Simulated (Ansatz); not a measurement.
# Mg in place of Zn at several sites of glassy 58SiO2-42ZnO (mol %) (67 atoms), part 2 of 3

Aim: make Mg in place of Zn at several sites of glassy 58SiO2-42ZnO (mol %) (67 atoms), relax each, and compare their energies.

Ansatz 0.2.0; Kohn-Sham DFT, PBEsol, PAW (set soft_1), plane waves.

The cell: 15 Si, 11 Zn and 41 O. The quench rate of 500 K/ps is many orders above laboratory rates. The starting topology of bonds comes from the classical model. The Brillouin zone is sampled at Γ only, in a cell whose shortest periodic width is 10 Å.

So far. Step 2 (Single point at the start): The r.m.s. force at the start is 1.4 eV/Å. Step 3 (Relaxation): The relaxation converged after 11 steps, 5.48 eV below its start, with a largest force component of 0.028 eV/Å.

## 4. Single point at the relaxed geometry

One more single point at the end of the walk gives the fuller output and checks the residual forces.

Contents of input.yaml:

```yaml
crystal:
  lattice:
    - [9.78013, 0.0, 0.0]
    - [0.0, 9.78013, 0.0]
    - [0.0, 0.0, 9.78013]
  atoms:
    - { symbol: Si, position: [0.18114, 0.68473, 0.09295] }
    - { symbol: Si, position: [0.12628, 0.9556, 0.57652] }
    - { symbol: Si, position: [0.06913, 0.15494, 0.33173] }
    - { symbol: Si, position: [0.82897, 0.095, 0.15688] }
    - { symbol: Si, position: [0.47448, 0.27233, 0.89679] }
    - { symbol: Si, position: [0.66332, 0.3464, 0.13914] }
    [... 55 atom lines left out ...]
    - { symbol: O, position: [0.02165, 0.96438, 0.70333] }
    - { symbol: O, position: [0.78612, 0.75121, 0.01397] }
    - { symbol: O, position: [0.53307, 0.88125, 0.9962] }
    - { symbol: O, position: [0.07031, 0.28597, 0.87297] }
    - { symbol: O, position: [0.08985, 0.74128, 0.22134] }
    - { symbol: O, position: [0.34711, 0.22485, 0.00227] }
kpoints:
  mp_grid: { grid: [1, 1, 1] }
hamiltonian:
  xc: pbesol
  pseudopotentials: { kind: paw, azcp: { folder: soft_1 }, xc_functional: pbe }
scf:
  occupations: { method: fermi_dirac, width: 0.05 }
output:
  forces: true
  stress: true
  populations: true
  dos:
    method: { smearing: { sigma: 0.1 } }
    de: 0.1
    projected: { site_lists: { O: [O], Si: [Si], Zn: [Zn] } }
  eigenvalues: true
  write_density: true
  write_potential: true
  volumetric_format: npy
  elf: true
```

Launch:

```sh
> ansatz run input.yaml --threads 4 --pin off --max-ram 8192MiB --backend cpu --events-out ev --progress --plain --runs-dir out
```

Numbers of over 12 decimals in the logs are rounded to 6 here.

What it wrote:

```text
[...]
Crystal: 67 atoms, lattice volume = 935.479 Å³
Basis set: ecut = 420 eV, 18325 PW (Γ), exchange–correlation on 144×144×144 points (8 copies of the dense FFT grid, shifted against one another)
Bands: 286, of which v1, the nominal top of the filled ones, is band 219 counted from 1 (218 counted from 0)
Symmetry: 1 space group operations
[...]
k-points: 1
[...]
SCF iter   1: F=—  HF=-68486.643715 eV  |F-HF|=—  |Δ(HF+E_count)|=         —  Δρ=1.12e-1  dr2=1.00e2  ethr=3.10e-3  ⟨swp⟩=6.0  Hψ=1335  notcnv=0  defer=25
[...]
SCF iter  14: F=-68454.145556 eV  HF=-68454.145556 eV  |F-HF|=4.62e-8  |Δ(HF+E_count)|=   1.47e-7  Δρ=1.80e-6  dr2=3.01e-8  ethr=2.28e-11  ⟨swp⟩=22.0  Hψ=2952  notcnv=0
SCF 1 converged in 14 iterations: F = -68454.145556 eV  dr2 = 3.01e-8
[...]
SCF converged after 14 iterations
Free energy (F): -68454.145556 eV
[...]
Internal energy: -68454.145556 eV  (E = F + TS)
E sigma→0 (E₀):  -68454.145556 eV
Fermi energy:    4.666017 eV
[...]
--- Forces (eV/Å), atoms counted from 1 ---
  atom   1  Si    -0.00526069     0.00584522     0.00303341
  atom   2  Si    -0.00280526     0.00164157     0.00630824
  atom   3  Si     0.00719254    -0.01486118    -0.00577983
  atom   4  Si    -0.01692437    -0.02039873     0.00233960
  atom   5  Si    -0.02117837    -0.02097157    -0.00139851
  atom   6  Si     0.00959085    -0.00141513    -0.01600858
  atom   7  Si     0.01578563     0.00492105     0.00449342
  atom   8  Si     0.01117336    -0.02398253     0.01190939
  atom   9  Si     0.01100636     0.00793749     0.01105586
  atom  10  Si    -0.00011228     0.00555563     0.00981516
  atom  11  Si    -0.00335447    -0.02609388    -0.00129525
  atom  12  Si    -0.00888575    -0.00973631    -0.00310171
  atom  13  Si     0.00181758    -0.02716516    -0.00824453
  atom  14  Si    -0.01912895     0.00719360     0.00712954
[...]
atom  66  O      0.00153649    -0.00345697    -0.00859768
  atom  67  O      0.00803702     0.01575562    -0.00765442
  max |Σ_I F_I| component: 7.23e-5 eV/Å
--- Stress (GPa, compression-positive) ---
       -1.918487       0.396175       2.070055
        0.396174      -2.319369      -1.900109
        2.070057      -1.900108      -2.633676
  P = ⅓ Tr σ = -2.2905 GPa (-22.905 kbar)
--- Band table (eV) ---
[...]
--- Löwdin populations: 67 sites ---
  site symbol       q [e]
     0     Si      2.4205
     1     Si      2.3969
     2     Si      2.3265
[...]
66      O      6.8015
  spilling = 0.011437 (of n_electrons = 438.000000)
```

Wall time 11 s (4 threads of Arm Neoverse V2, shared host); peak memory 1.2 GiB.

Numbers from this run:

* free energy: -68454.1456 eV
* free energy per atom: -1021.7037 eV/atom
* SCF cycles: 14
* pressure: -2.291 GPa
* r.m.s. force component: 0.00897 eV/Å
* longest force: 0.03051 eV/Å
* Fermi energy: 4.666 eV
* gap (highest filled to lowest empty level): 2.85 eV
* spilling of the projection: 0.01144

Löwdin charges by element and coordination (they lack the spilled electrons, 0.075 e an atom on average):

| element | coordination | atoms | mean charge (e) | spread | least | most |
| --- | --- | --- | --- | --- | --- | --- |
| O | all | 41 | -0.874 | 0.115 | -1.25 | -0.744 |
| O | 2 | 21 | -0.808 | 0.0842 | -0.960 | -0.744 |
| O | 3 | 19 | -0.927 | 0.0768 | -1.01 | -0.789 |
| O | 4 | 1 | -1.25 | 0 | -1.25 | -1.25 |
| Si | all | 15 | 1.62 | 0.0308 | 1.58 | 1.69 |
| Zn | all | 11 | 1.50 | 0.0163 | 1.48 | 1.53 |
| Zn | 3 | 2 | 1.49 | 0.0091 | 1.48 | 1.49 |
| Zn | 4 | 8 | 1.51 | 0.0159 | 1.48 | 1.53 |
| Zn | 5 | 1 | 1.51 | 0 | 1.51 | 1.51 |

States in the cell by windows of 1 eV, zero at the Fermi level; the larger projections on atomic orbitals stand beside the total:

| from (eV) | to (eV) | total | O p | Zn d | Si p |
| --- | --- | --- | --- | --- | --- |
| -18 | -17 | 4.2 | 0.1 | 0.1 | 0.5 |
| -17 | -12 | 0.0 | 0.0 | 0.0 | 0.0 |
| -12 | -11 | 2.0 | 1.2 | 0.0 | 0.1 |
| -11 | -10 | 7.9 | 5.0 | 0.1 | 0.5 |
| -10 | -9 | 7.0 | 4.5 | 0.2 | 0.6 |
| -9 | -8 | 15.2 | 9.7 | 1.7 | 1.6 |
| -8 | -7 | 39.2 | 19.8 | 14.2 | 3.4 |
| -7 | -6 | 70.5 | 19.8 | 46.6 | 2.0 |
| -6 | -5 | 55.5 | 22.0 | 28.6 | 2.0 |
| -5 | -4 | 45.9 | 32.8 | 8.5 | 1.7 |
| -4 | -3 | 49.6 | 42.0 | 4.4 | 1.1 |
| -3 | -2 | 46.1 | 40.3 | 3.5 | 0.9 |
| -2 | -1 | 17.0 | 15.2 | 1.1 | 0.2 |
| -1 | 1 | 0.0 | 0.0 | 0.0 | 0.0 |
| 1 | 2 | 2.0 | 0.1 | 0.0 | 0.0 |
| 2 | 3 | 2.0 | 0.3 | 0.0 | 0.1 |
| 3 | 4 | 9.1 | 1.4 | 0.0 | 0.8 |
| 4 | 5 | 14.8 | 1.7 | 0.0 | 2.2 |

Between -22 and -18 eV lie 78 more states.

The levels nearest the highest filled one (over half full), pooled over k-points and spins:

| level less the highest filled one (eV) | occupation |
| --- | --- |
| -0.405 | 2 |
| -0.354 | 2 |
| -0.238 | 2 |
| -0.187 | 2 |
| -0.124 | 2 |
| 0 | 2 |
| 2.85 | 0 |
| 4.26 | 0 |
| 4.75 | 0 |
| 4.81 | 0 |
| 5.17 | 0 |
| 5.34 | 0 |

Valence density in the ac plane at fractional y = 0.078, with atoms of Si and Zn and O within 0.2 Å of it. It is the smooth field of the valence electrons, not physical close to the nuclei.

Values in e/Å³, 13 rows by 16 columns, each cell a mean:
```
 1  0  1  1  0  0  0  0  0  0  0  0  0  0  1  1
18  3  0  0  0  0  0  0  0  0  0  0  0  0  0  2
 5  1  0  0  0  0  0  0  0  0  0  1  0  0  0  1
 0  0  0  0  0  0  0  0  0  0  3 21  3  0  0  0
 0  0  0  0  0  0  6  9  1  0  1  2  0  0  0  0
 0  0  1  0  0  0  5  7  0  0  0  0  0  0  0  0
 0  3  5  1  0  0  1  1  0  0  0  0  0  0  0  0
 0  2  3  1  0  0  1  2  1  1  0  0  0  0  0  0
 1  0  0  0  0  0  0  0  0  1  1  0  0  0  2  3
 1  0  0  0  0  0  0  0  0  0  1  1  0  0  3  4
 0  0  0  0  0  1  1  0  0  0  1  2  1  0  1  1
 0  0  0  0  0  1  0  0  0  0  0  0  0  0  1  0
 0  0  0  1  0  0  0  0  0  0  0  0  0  1  3  1
```
Columns run along a (9.8 Å), rows up along c (9.8 Å). Atoms in or near the plane, at fractional coordinates: Si at (0.83, 0.16), Si at (0.27, 0.08), Zn at (0.02, 0.86), Zn at (0.71, 0.72), Zn at (0.43, 0.61), O at (0.13, 0.47), O at (0.94, 0.28).

ELF in the ac plane at fractional y = 0.078, with atoms of Si and Zn and O within 0.2 Å of it. It is the smooth field of the valence electrons, not physical close to the nuclei.

Ten even steps from '0' (0.00) to '9' (0.83), each cell a mean:
```
111589963100000000000479995
111389852000000000000135531
000147641000122100000000110
000112210002466410110000010
001100000003688611111112111
111100000002577511000112101
333100121111234211000111002
443201232111111111000110002
222111222100001122111100001
112321111100001366421100000
136885100110011378641000000
379899500122321256531000000
488579710368862122210000000
279889610599983111110001221
248987300589972112110015775
733442000146631111110038999
962221000001111111343139968
952454200221000126886338968
622576313676200269999527998
202677425898510279999523554
001466326987410169998323331
100122123664200035654258985
400145421221000001211389998
401479852210000000001489999
```
Columns run along a (9.8 Å), rows up along c (9.8 Å). Atoms in or near the plane, at fractional coordinates: Si at (0.83, 0.16), Si at (0.27, 0.08), Zn at (0.02, 0.86), Zn at (0.71, 0.72), Zn at (0.43, 0.61), O at (0.13, 0.47), O at (0.94, 0.28).

Filled and empty levels are parted by 2.85 eV (at Γ alone); a semilocal functional tends to put such gaps too low. In a disordered cell it changes from sample to sample, and tail or defect levels can set it. Mean Löwdin charges: O -0.87, Si +1.62, Zn +1.50 e (they miss 1.1 % of the electrons, so they add up to more than the cell's charge).

## 5. Mg on a site of Zn, site Zn23

The site has 3 bonded neighbours (O3) at 1.91 Å on average, by cutoffs that count no bonds between two metal atoms or like ions. The change is made in the relaxed cell and the atoms are relaxed again, with spin allowed.

Contents of input.yaml:

```yaml
crystal:
  lattice:
    - [9.78013, 0.0, 0.0]
    - [0.0, 9.78013, 0.0]
    - [0.0, 0.0, 9.78013]
  atoms:
    [... atom lines 1 to 19 left out ...]
    - { symbol: Zn, position: [0.1759, 0.4463, 0.28136] }
    - { symbol: Zn, position: [0.64863, 0.80056, 0.59022] }
    - { symbol: Zn, position: [0.20997, 0.39016, 0.95022] }
    - { symbol: Mg, position: [0.9554, 0.8479, 0.00247], spin: 0.6 }
    - { symbol: Zn, position: [0.7065, 0.07808, 0.71728] }
    - { symbol: Zn, position: [0.43228, 0.06553, 0.60909] }
    - { symbol: Zn, position: [0.59113, 0.01017, 0.35734] }
    [... atom lines 27 to 67 left out ...]
magnetization:
  spin_polarized: true
kpoints:
  mp_grid: { grid: [1, 1, 1] }
hamiltonian:
  xc: pbesol
  pseudopotentials: { kind: paw, azcp: { folder: soft_1 }, xc_functional: pbe }
scf:
  occupations: { method: fermi_dirac, width: 0.025 }
  lower_state_search: "off"
output:
  forces: true
  eigenvalues: true
relax:
  f_tol: 0.05
  max_steps: 90
```

What it wrote:

```text
[...]
Crystal: 67 atoms, lattice volume = 935.479 Å³
Basis set: ecut = 420 eV, 18325 PW (Γ), exchange–correlation on 144×144×144 points (8 copies of the dense FFT grid, shifted against one another)
Bands: 287, of which v1, the nominal top of the filled ones, is band 218 counted from 1 (217 counted from 0)
Symmetry: 1 space group operations
[...]
k-points: 1
[...]
Starting moments: Σ|m| = 2.4 μB on 4 of 67 sites
[...]
SCF iter   1: F=—  HF=-67120.260751 eV  |F-HF|=—  |Δ(HF+E_count)|=         —  Δρ=5.95e-2 (↑5.44e-2 ↓5.95e-2)  dr2=1.02e2  dr2_m=1.54e0  M=0.000 μB ∫|m|=0.393 μB  β_m=0.30  ethr=3.10e-3  ⟨swp⟩=6.0  Hψ=2535  notcnv=0  defer=40
[...]
spin=Collinear: Resta preconditioning applied to the charge; magnetization (m = ρ↑ − ρ↓) channel mixes plain (no charge-response kernel on spin).
SCF iter   2: F=—  HF=-67097.422452 eV  |F-HF|=—  |Δ(HF+E_count)|=    2.28e1  Δρ=3.16e-2 (↑2.84e-2 ↓3.16e-2)  dr2=3.31e1  dr2_m=7.95e-1  M=0.000 μB ∫|m|=0.312 μB  β_m=0.30  ethr=3.10e-3  ⟨swp⟩=3.0  Hψ=1046  notcnv=0  defer=127
SCF iter   3: F=—  HF=-67088.732171 eV  |F-HF|=—  |Δ(HF+E_count)|=    8.69e0  Δρ=1.43e-2 (↑1.43e-2 ↓1.41e-2)  dr2=4.51e0  dr2_m=4.09e-1  M=0.000 μB ∫|m|=0.257 μB  β_m=0.30  ethr=3.10e-3  ⟨swp⟩=3.0  Hψ=1033  notcnv=0  defer=124
[...]
SCF iter   7: F=—  HF=-67087.750933 eV  |F-HF|=—  |Δ(HF+E_count)|=   1.56e-2  Δρ=2.07e-3 (↑2.02e-3 ↓2.07e-3)  dr2=6.20e-3  dr2_m=3.38e-2  M=0.000 μB ∫|m|=0.098 μB  β_m=0.30  ethr=2.15e-5  ⟨swp⟩=3.0  Hψ=865  notcnv=0  defer=124
[...]
spin-set hold released at iteration 7 (site moments contracting): the magnetisation degrees of freedom join the quasi-Newton model from the next iteration; the mixer history was flushed
SCF iter   8: F=—  HF=-67087.762753 eV  |F-HF|=—  |Δ(HF+E_count)|=   1.18e-2  Δρ=1.55e-3 (↑1.52e-3 ↓1.55e-3)  dr2=4.28e-3  dr2_m=1.86e-2  M=0.000 μB ∫|m|=0.077 μB  β_m=0.65  ethr=1.42e-6  ⟨swp⟩=2.5  Hψ=984  notcnv=0  defer=124
SCF iter   9: F=—  HF=-67087.780716 eV  |F-HF|=—  |Δ(HF+E_count)|=   1.80e-2  Δρ=3.14e-4 (↑3.14e-4 ↓2.96e-4)  dr2=1.46e-3  dr2_m=1.98e-4  M=0.000 μB ∫|m|=0.015 μB  β_m=0.56  ethr=9.82e-7  ⟨swp⟩=2.0  Hψ=894  notcnv=0  defer=124
[...]
SCF iter  12: F=-67087.780560 eV  HF=-67087.780559 eV  |F-HF|=1.15e-6  |Δ(HF+E_count)|=   8.95e-5  Δρ=3.45e-5 (↑3.45e-5 ↓3.08e-5)  dr2=3.46e-5  dr2_m=3.28e-7  M=0.000 μB ∫|m|=0.001 μB  β_m=0.77  ethr=1.43e-8  ⟨swp⟩=16.5  Hψ=3703  notcnv=0
SCF iter  13: F=-67087.780576 eV  HF=-67087.780576 eV  |F-HF|=8.60e-7  |Δ(HF+E_count)|=   1.71e-5  Δρ=8.61e-6 (↑8.60e-6 ↓8.61e-6)  dr2=2.72e-6  dr2_m=5.84e-8  M=0.000 μB ∫|m|=0.000 μB  ethr=7.93e-9  ⟨swp⟩=5.0  Hψ=2081  notcnv=0
WARN: the starting moments were not kept: the SCF closed with an absolute magnetisation of 2.6e-4 μB, where they sum to 2.4 μB in size (4 sites). That is at most 0.1 of that sum. Measured as dr2_m measures the in/out step, that magnetisation stands 1.1e-8 eV from none, [...]
SCF 1 converged in 13 iterations: F = -67087.780576 eV  dr2 = 2.72e-6
[...]
relax step   1: F+E_penalty+E_count = -67087.78057644 eV  Δ(F+E_penalty+E_count) = +0.000e0 eV  max|allowed force component| = 5.302e-1 eV/Å  Δτ_max = 0.0000 Å  (13 SCF iters, dr2 threshold 6.25e-5 eV, accepted)
[... from here on, the SCF cycles and remarks between the steps are left out ...]
relax step   2: F+E_penalty+E_count = -67087.80875560 eV  Δ(F+E_penalty+E_count) = -2.818e-2 eV  max|allowed force component| = 3.776e-1 eV/Å  Δτ_max = 0.0215 Å  (5 SCF iters, dr2 threshold 1.76e-5 eV, accepted)
relax step   3: F+E_penalty+E_count = -67087.85138860 eV  Δ(F+E_penalty+E_count) = -4.263e-2 eV  max|allowed force component| = 1.383e-1 eV/Å  Δτ_max = 0.0614 Å  (7 SCF iters, dr2 threshold 8.91e-6 eV, accepted)
relax step   4: F+E_penalty+E_count = -67087.88916011 eV  Δ(F+E_penalty+E_count) = -3.777e-2 eV  max|allowed force component| = 1.375e-1 eV/Å  Δτ_max = 0.1110 Å  (8 SCF iters, dr2 threshold 2.56e-6 eV, accepted)
relax step   5: F+E_penalty+E_count = -67087.92125035 eV  Δ(F+E_penalty+E_count) = -3.209e-2 eV  max|allowed force component| = 2.047e-1 eV/Å  Δτ_max = 0.1947 Å  (9 SCF iters, dr2 threshold 2.54e-6 eV, accepted)
relax step   6: F+E_penalty+E_count = -67087.93942897 eV  Δ(F+E_penalty+E_count) = -1.818e-2 eV  max|allowed force component| = 1.341e-1 eV/Å  Δτ_max = 0.0266 Å  (5 SCF iters, dr2 threshold 4.14e-5 eV, accepted)
relax step   7: F+E_penalty+E_count = -67087.97300350 eV  Δ(F+E_penalty+E_count) = -3.357e-2 eV  max|allowed force component| = 3.934e-1 eV/Å  Δτ_max = 0.2000 Å  (9 SCF iters, dr2 threshold 7.71e-6 eV, accepted)
relax step   8: F+E_penalty+E_count = -67088.00955741 eV  Δ(F+E_penalty+E_count) = -3.655e-2 eV  max|allowed force component| = 2.486e-1 eV/Å  Δτ_max = 0.0509 Å  (5 SCF iters, dr2 threshold 6.64e-5 eV, accepted)
relax step   9: F+E_penalty+E_count = -67088.02897722 eV  Δ(F+E_penalty+E_count) = -1.942e-2 eV  max|allowed force component| = 1.472e-1 eV/Å  Δτ_max = 0.0392 Å  (6 SCF iters, dr2 threshold 2.47e-5 eV, accepted)
relax step  10: F+E_penalty+E_count = -67088.02182185 eV  Δ(F+E_penalty+E_count) = +7.155e-3 eV  max|allowed force component| = 2.242e-1 eV/Å  Δτ_max = 0.2000 Å  (9 SCF iters, dr2 threshold 7.59e-6 eV, rejected (line search))
relax step  11: F+E_penalty+E_count = -67088.04994904 eV  Δ(F+E_penalty+E_count) = -2.097e-2 eV  max|allowed force component| = 1.067e-1 eV/Å  Δτ_max = 0.0975 Å  (11 SCF iters, accepted)
relax step  12: F+E_penalty+E_count = -67088.05723962 eV  Δ(F+E_penalty+E_count) = -7.291e-3 eV  max|allowed force component| = 6.287e-2 eV/Å  Δτ_max = 0.1000 Å  (8 SCF iters, dr2 threshold 3.99e-6 eV, accepted)
relax step  13: F+E_penalty+E_count = -67088.06049258 eV  Δ(F+E_penalty+E_count) = -3.253e-3 eV  max|allowed force component| = 5.579e-2 eV/Å  Δτ_max = 0.0341 Å  (9 SCF iters, accepted)
relax step  14: F+E_penalty+E_count = -67088.06365689 eV  Δ(F+E_penalty+E_count) = -3.164e-3 eV  max|allowed force component| = 5.190e-2 eV/Å  Δτ_max = 0.0659 Å  (9 SCF iters, accepted)
relax step  15: F+E_penalty+E_count = -67088.06405578 eV  Δ(F+E_penalty+E_count) = -3.989e-4 eV  max|allowed force component| = 1.426e-1 eV/Å  Δτ_max = 0.1716 Å  (11 SCF iters, accepted)
relax step  16: F+E_penalty+E_count = -67088.07037471 eV  Δ(F+E_penalty+E_count) = -6.319e-3 eV  max|allowed force component| = 1.366e-1 eV/Å  Δτ_max = 0.0430 Å  (6 SCF iters, dr2 threshold 1.76e-5 eV, accepted)
relax step  17: F+E_penalty+E_count = -67088.06690866 eV  Δ(F+E_penalty+E_count) = +3.466e-3 eV  max|allowed force component| = 1.183e-1 eV/Å  Δτ_max = 0.0588 Å  (6 SCF iters, dr2 threshold 1.71e-5 eV, rejected (line search))
relax step  18: F+E_penalty+E_count = -67088.07238168 eV  Δ(F+E_penalty+E_count) = -2.007e-3 eV  max|allowed force component| = 1.060e-1 eV/Å  Δτ_max = 0.0187 Å  (9 SCF iters, accepted)
relax step  19: F+E_penalty+E_count = -67088.06559924 eV  Δ(F+E_penalty+E_count) = +6.782e-3 eV  max|allowed force component| = 9.914e-2 eV/Å  Δτ_max = 0.0697 Å  (7 SCF iters, dr2 threshold 6.75e-6 eV, rejected (line search))
relax step  20: F+E_penalty+E_count = -67088.07474079 eV  Δ(F+E_penalty+E_count) = -2.359e-3 eV  max|allowed force component| = 3.813e-2 eV/Å  Δτ_max = 0.0337 Å  (9 SCF iters, accepted)
SCF converged after 9 iterations
Magnetization: 0.0000 μB (218.0000 up, 218.0000 down)
Absolute magnetization: 0.0000 μB (∫|ρ↑−ρ↓|, with the PAW one-centre terms)
[...]
Per-site moments (μB) at R_I (Å): [(-3.604461230524022e-9, 0.662996), (-1.3477268723506388e-9, 0.659909), (1.1342736133191073e-10, 0.662188), (-8.557191757391537e-10, 0.651454), (8.895751005462444e-10, 0.663312), [...]
Free energy (F): -67088.074741 eV
[...]
Internal energy: -67088.074741 eV  (E = F + TS)
E sigma→0 (E₀):  -67088.074741 eV
Fermi energy:    4.709498 eV
[...]
Σ components = -67088.074741   (vs F -67088.074741, Δ=0.00e0)
--- Forces (eV/Å), atoms counted from 1 ---
  atom   1  Si     0.00014408     0.00119951    -0.00629142
  atom   2  Si    -0.00757192     0.00286853    -0.00683075
  atom   3  Si    -0.01261861    -0.01439532    -0.01465870
  atom   4  Si     0.00304985    -0.02252307    -0.00957965
[...]
atom  67  O      0.01014449     0.00163645     0.01415876
  max |Σ_I F_I| component: 1.57e-4 eV/Å
--- Band table (eV) ---
[...]
--- Relaxed structure (20 steps of the walk, 17 accepted, 0 SCFs on fresh bases) ---
  F+E_penalty+E_count = -67088.07474079 eV   max|allowed force component| = 3.813e-2 eV/Å
  atoms:
    - { symbol: Si, position: [0.198469, 0.679933, 0.082138] }
    - { symbol: Si, position: [0.115292, 0.953029, 0.572687] }
    - { symbol: Si, position: [0.068793, 0.159155, 0.333337] }
    - { symbol: Si, position: [0.819074, 0.101646, 0.156528] }
[...]
- { symbol: O, position: [0.332840, 0.221564, -0.00703076] }
```

Run time: 4.5 min. Hardware: 4 threads; peak memory 1.8 GiB.

The program notes that starting moments were not kept.

The relaxation converged after 20 steps, 0.294 eV below its start, with a largest force component of 0.038 eV/Å.

Local excerpt of 10 atoms (numbers count through the whole input) about the Mg atom, after relaxation; x, y, z are measured from there.

| atom | x | y | z | distance (Å) | bonds |
| --- | --- | --- | --- | --- | --- |
| Mg23 | 0.00 | 0.00 | 0.00 | 0.00 | 5 |
| O63 | -1.67 | -1.10 | -0.25 | 2.01 | 3 |
| O34 | -1.10 | 1.67 | -0.19 | 2.01 | 3 |
| O58 | 1.58 | 1.43 | -0.37 | 2.16 | 3 |
| O29 | 1.57 | -1.27 | -0.95 | 2.23 | 3 |
| O66 | 1.02 | -1.16 | 1.61 | 2.23 | 3 |
| Zn16 | 0.15 | 2.14 | -1.74 | 2.76 | 5 |
| Si1 | 2.08 | -1.82 | 0.49 | 2.81 | 4 |
| Si4 | -1.63 | 2.31 | 1.22 | 3.08 | 4 |
| O51 | -0.39 | 2.02 | 2.32 | 3.10 | 2 |

The column of bonds counts only the pairs O-Si within 2.12 Å, O-Zn within 2.48 Å, O-Mg within 2.62 Å; other neighbours, such as metal atoms beside each other in a compound, aren't counted, and periodic images can show an atom twice.

The largest move is 0.64 Å, by O36.

## 6. Mg on a site of Zn, site Zn16

The site has 5 bonded neighbours (O5) at 2.06 Å on average. 

Input and log are left out; they have the form of those shown for this kind of step.

Run time: 2.5 min. Hardware: 4 threads of Arm Neoverse V2, shared host; peak memory 1.8 GiB.

The relaxation converged after 11 steps, 0.0592 eV below its start, with a largest force component of 0.030 eV/Å.

## 7. Mg on a site of Zn, site Zn26

The site has 4 bonded neighbours (O4) at 2.00 Å on average. 

Input and log are left out; they have the form of those shown for this kind of step.

The job ended after 70 s (4 threads of Arm Neoverse V2, shared host; peak memory 1.8 GiB).

The relaxation converged after 5 steps, 0.0607 eV below its start, with a largest force component of 0.032 eV/Å.

(Part 2 of 3 ends here.)

[Logs are printed without paths, hosts, clocks, repeated set-up lines and the standing remarks that a program may print on its own settings, such as how far it seeks lower states.]

[Hosts, paths, dates, database ids (printed as entryN), source tags and the programs' standing remarks are cut or masked in the printed files.]
